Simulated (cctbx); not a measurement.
# Occupancies in ZrVNiRh

Cell a = 3.9280 Å, b = 3.1710 Å, c = 9.4010 Å, α = 90.00°, β = 90.00°, γ = 90.00°; space group Amm2 (no. 38); nominal formula ZrVNiRh.

The data are simulated with cctbx, not measured: Cu Kα, λ = 1.54184 Å, to d = 0.8 Å, 50 % of the full sphere, strongest reflection 5000 counts, noise from counting, a 4 % proportional error and a noise floor of 2 counts (s.d.); no absorption.

With every site full:

```text
Rint 0.028, 127 unique reflections to 0.81 A
cycle     R1     wR2    GooF  max shift (A)
   1  0.0889  0.2204   4.336   0.00464
   2  0.0276  0.0718   1.412   0.00023
final R1 0.0276 wR2 0.0717 GooF 1.412  parameters 16  data/parameter 7.9
atom        x        y        z      Ueq    occ   su(xyz)  su(Uiso or U11)
Rh1    0.00000  0.00000  0.41973   0.0117  1.000  0.00014  0.0018
Zr1    0.50000  0.50000  0.36699   0.0191  1.000  0.00020  0.0025
Ni2    0.50000  0.50000  0.08202  -0.0011  1.000  0.00032  0.0025  NPD
V1     0.00000  0.00000  0.14236   0.0170  1.000  0.00047  0.0036
difference map: max 1.58 min -1.08 rms 0.35
Q1    0.0000  0.0000  0.6736    2    1.63  1.61 A from V1
Q2    0.5000  0.0000  0.5643    2    1.48  0.17 A from Ni2
Q3    0.0000  0.0000  0.7450    2    1.22  1.86 A from V1
Q4    0.5000  0.0000  0.2683    2    1.02  1.84 A from Zr1
Q5    0.0000  0.0000  0.4208    2    0.94  0.01 A from Rh1
Q6    0.2419  0.2006  0.1330    8    0.62  1.15 A from V1
```

With the occupancies of the suspect sites free, each still typed as its main element:

```text
Rint 0.028, 127 unique reflections to 0.81 A
cycle     R1     wR2    GooF  max shift (A)
   1  0.0762  0.1934   3.840   0.00067
  18  0.0177  0.0432   0.858   0.00004
final R1 0.0177 wR2 0.0432 GooF 0.857  parameters 18  data/parameter 7.1
atom        x        y        z      Ueq    occ   su(xyz)  su(Uiso or U11)
Rh1    0.00000  0.00000  0.41955   0.0130  1.000  0.00009  0.0012
Zr1    0.50000  0.50000  0.36719   0.0143  0.906  0.00012  0.0015
Ni2    0.50000  0.50000  0.08169   0.0074  1.175  0.00020  0.0018
V1     0.00000  0.00000  0.14291   0.0180  1.000  0.00030  0.0022
su of occupancy Zr1: 0.016
su of occupancy Ni2: 0.024
difference map: max 0.60 min -0.52 rms 0.15
Q1    0.0000  0.2709  0.1659    4    0.61  0.89 A from V1
Q2    0.5000  0.1618  0.9695    4    0.58  1.09 A from Zr1
Q3    0.0000  0.1505  0.0544    4    0.45  0.96 A from V1
Q4    0.5000  0.2007  0.3558    4    0.43  0.96 A from Zr1
Q5    0.2576  0.2317  0.1392    8    0.43  1.25 A from V1
Q6    0.5000  0.2420  0.1008    4    0.41  0.84 A from Ni2
```

**Question.** What is the disorder?

X-rays count electrons. Zr1 refines to 0.906(0.016), or 36.2 electrons; the site truly holds 0.7 Zr and 0.3 Ni, 36.4 electrons, which is 0.910 of Zr; Ni2 refines to 1.175(0.024), or 32.9 electrons; the site truly holds 0.7 Ni and 0.3 Zr, 31.6 electrons, which is 1.129 of Ni. A value under 1 can't tell vacancies from a lighter guest, and one over 1 needs a heavier guest; chemistry or a second radiation must settle which. Occupancy correlates with U and the scale, and the two elements' form factors differ in shape, so the match is approximate.

Freeing them takes R1 from 0.0276 to 0.0177 and GooF from 1.41 to 0.86.

The model is made up (kin elements in a known structure type, no relaxation), so it says nothing on whether the phase exists.

[Middle refinement cycles are left out of these outputs.]

[Logs are printed without paths, hosts, clocks, repeated set-up lines and the standing remarks that a program may print on its own settings, such as how far it seeks lower states.]
